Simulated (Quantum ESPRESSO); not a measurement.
# Dipole at the next field: Al2SSe, 1 layer

How the rows were computed: Quantum ESPRESSO 7.5, PBE, GBRV ultrasoft; sawtooth field along the normal with dipole correction, ions clamped, threshold 1e-9 Ry; cell area 11.713 Å².

| field (V/Å) | dipole (e Å a cell) |
| --- | --- |
| 0 | −0.00498 |
| 0.1 | 0.03727 |
| 0.2 | 0.07947 |

**Question.** What is the dipole at 0.3 V/Å, and what electrostatic thickness 4πα/A follows from the rows?

By hand: The slope is (0.07947 − (−0.00498))/0.2 = 0.4222 e Å²/V, so 4πα/A = 180.95 × 0.4222/11.713 = 6.52 Å. Linear response gives p = −0.00498 + 0.4222 × (0.3) = 0.12169 e Å; a parabola through the three rows gives 0.12162.

**Check.** p = 0.12175 e Å. The line misses by 0.0 % of the induced dipole and the parabola by 0.1 %. The response is linear over this range.

Caveats: Electrons alone respond; local and semilocal functionals tend to overscreen.
